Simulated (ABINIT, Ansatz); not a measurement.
Planning a run of ABINIT 10.8.3 on Bi2S2O (P4/nmm). The input:

```
acell 3*1.0 Angstrom
rprim 
  3.954101390000 0.000000000000 0.000000000000
  0.000000000000 3.954101390000 0.000000000000
  0.000000000000 0.000000000000 14.050579580000
ntypat 3
znucl 83 16 8
natom 10
typat 1 1 1 1 2 2 2 2 3 3
xred 
  0.000000000000 0.500000000000 0.866495830000
  0.500000000000 0.000000000000 0.133504170000
  0.500000000000 0.000000000000 0.589093140000
  0.000000000000 0.500000000000 0.410906860000
  0.500000000000 0.000000000000 0.894313410000
  0.000000000000 0.500000000000 0.105686590000
  0.000000000000 0.500000000000 0.687487520000
  0.500000000000 0.000000000000 0.312512480000
  0.000000000000 0.000000000000 0.500000000000
  0.500000000000 0.500000000000 0.500000000000
pp_dirpath "pseudos"
pseudos "Bi.upf, S.upf, O.upf"
ecut 42
ngkpt 4 4 1
nshiftk 1
shiftk 0 0 0
kptopt 1
chksymbreak 0
istwfk *1
occopt 1
irdwfk 1
optdriver 4
nband 209
gwcalctyp 0
ecutsigx 42
symsigma 1
nkptgw 2
kptgw 
  0.5000000000 0.0000000000 0.0000000000
  0.0000000000 0.0000000000 0.0000000000
bdgw 
  63 66
  63 66
ecuteps 4.2
irdscr 1
ppmodel 3
indata_prefix "in"
outdata_prefix "out"
tmpdata_prefix "tmp"
```

```sh
OMP_NUM_THREADS=1 mpirun -n 8 abinit run.abi > log
```

Q: How long will it take on 8 MPI ranks of AMD EPYC 9R45, shared host, and how much memory?

It took 18 s; on shared hardware allow 8.9 s to 36 s. Peak host memory was 5.2 GiB.

[Paths, hosts, dates, memory and timing lines, banners, echoed tables and standing remarks are left out of the program output.]

[Logs are printed without paths, hosts, clocks, repeated set-up lines and the standing remarks that a program may print on its own settings, such as how far it seeks lower states.]

[Runs of the session that timed out or met a known fault of the program may be left out.]

[Hosts, paths, dates, database ids (printed as entryN), source tags and the programs' standing remarks are cut or masked in the printed files.]

[G0W0 gaps are taken among the corrected bands and points alone; a level outside them can change the order at an edge.]

[Where Ansatz stands beside ABINIT at settings called matched, ABINIT's density can come from a denser mesh and the files from another edition; pairs whose starting gaps differed by over 0.03 eV were left out, so agreement reads better than it is.]
